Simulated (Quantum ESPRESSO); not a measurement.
# Changing pseudopotentials: SG15 norm-conserving against GBRV, 14 surfaces

How far does the work function move when only the pseudopotential set and its cutoffs are swapped on fixed atoms, and is the shift the same for all surfaces?

How it was computed: Quantum ESPRESSO 7.5 (pw.x, pp.x): slabs at the tabulated lattice constant, outer layers relaxed under PBE by Ansatz 0.2.0 (PAW) or by pw.x, 16 to 19 Å of vacuum, cold smearing of 0.02 Ry, SCF threshold 1e-7 Ry, k-spacings of 0.17 to 0.35 Å⁻¹ (2π included); slabs of magnetic metals were started with moments, and † marks those that keep one. The work function is the vacuum level of the electrostatic potential less the Fermi level. Covered slabs use open boundaries (ESM, bc1). The reference is PBE with GBRV ultrasoft files; atoms and mesh stay.

What came out:

| surface | PBE, GBRV (eV) | PBE, SG15 norm-conserving (eV) | shift (eV) | cutoff (Ry), new and old | CPU time, new over old |
| --- | --- | --- | --- | --- | --- |
| Ba(100), 7 layers | 2.35 | 2.34 | 0.00 | 60, 40 | 1.5 |
| Y(0001), 4 layers + Na on hcp | 2.36 | 2.35 | 0.00 | 60, 40 | 2.3 |
| Sr(100), 7 layers | 2.52 | 2.52 | 0.00 | 60, 40 | 1.3 |
| Ca(111), 5 layers | 2.96 | 2.96 | 0.00 | 60, 40 | 1.9 |
| Y(0001), 6 layers | 3.29 | 3.28 | 0.00 | 60, 40 | 1.4 |
| Nb(100), 7 layers | 3.62 | 3.57 | −0.05 | 60, 40 | 1.3 |
| Be(0001), 4 layers + H on fcc | 3.81 | 3.81 | 0.00 | 60, 40 | 1.9 |
| Ba(110), 5 layers + Br on hollow | 3.90 | 3.90 | 0.00 | 60, 40 | 2.8 |
| Al(100), 5 layers + H on hollow | 3.92 | 3.92 | 0.00 | 60, 40 | 5.5 |
| Al(110), 7 layers | 3.98 | 3.98 | 0.00 | 60, 40 | 4.3 |
| W(110), 5 layers + Br on hollow | 4.00 | 4.00 | −0.01 | 60, 40 | 2.2 |
| Zn(0001), 6 layers | 4.03 | 4.03 | 0.00 | 60, 40 | 3.5 |
| Hf(0001), 4 layers + Ti on fcc | 4.07 | 3.99 | −0.07 | 60, 40 | 4.7 |
| Zr(0001), 4 layers + F on fcc | 4.10 | 4.10 | 0.00 | 60, 40 | 2.4 |

**Reading.** The shift runs from −0.07 eV (Hf(0001), 4 layers + Ti on fcc) to 0.00 eV (Be(0001), 4 layers + H on fcc), with a median of 0.00 eV. It is not rigid: the spread is 0.08 eV. 12 of 14 surfaces move by under 0.03 eV. The new level costs 2.2 times the reference's CPU time in the median.

What the numbers leave out: Rows were grouped by their PBE work function; over all 45 surfaces run at this level the shift spans −0.07 to +0.03 eV. Levels carry 0.01 to 0.02 eV of SCF slack. CPU times come from shared hosts of several kinds and are rough.
